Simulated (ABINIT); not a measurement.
Planning a run of ABINIT 10.8.3 on Selenium (P3_121, 3 atoms a cell). The input:

```
acell 3*1.0 Angstrom
rprim 
  4.366199999998 0.000000000000 0.000000000000
  -2.183099999999 3.781240118002 0.000000000000
  0.000000000000 0.000000000000 4.953600000000
ntypat 1
znucl 34
natom 3
typat 1 1 1
xred 
  0.225400000000 0.000000000000 0.333333333333
  0.000000000000 0.225400000000 0.666666666667
  0.774600000000 0.774600000000 0.000000000000
pp_dirpath "pseudos"
pseudos "Se.upf"
ecut 48
ngkpt 6 6 4
nshiftk 1
shiftk 0 0 0
kptopt 1
chksymbreak 0
nband 41
occopt 1
tolvrs 1e-10
nstep 60
prtwf 0
optforces 0
optstress 0
indata_prefix "in"
outdata_prefix "out"
tmpdata_prefix "tmp"
```

```sh
OMP_NUM_THREADS=1 mpirun -n 4 abinit run.abi > log
```

Question: How long will it take on 4 MPI ranks of Arm Neoverse V1, shared host, and how much memory?

It took 89 s; on shared hardware allow 44 s to 3 min. Peak host memory was 0.51 GiB.

[Paths, hosts, dates, memory and timing lines, banners, echoed tables and standing remarks are left out of the program output.]

[Logs are printed without paths, hosts, clocks, repeated set-up lines and the standing remarks that a program may print on its own settings, such as how far it seeks lower states.]

[Runs of the session that timed out or met a known fault of the program may be left out.]

[Hosts, paths, dates, database ids (printed as entryN), source tags and the programs' standing remarks are cut or masked in the printed files.]

[G0W0 gaps are taken among the corrected bands and points alone; a level outside them can change the order at an edge.]

[Where Ansatz stands beside ABINIT at settings called matched, ABINIT's density can come from a denser mesh and the files from another edition; pairs whose starting gaps differed by over 0.03 eV were left out, so agreement reads better than it is.]
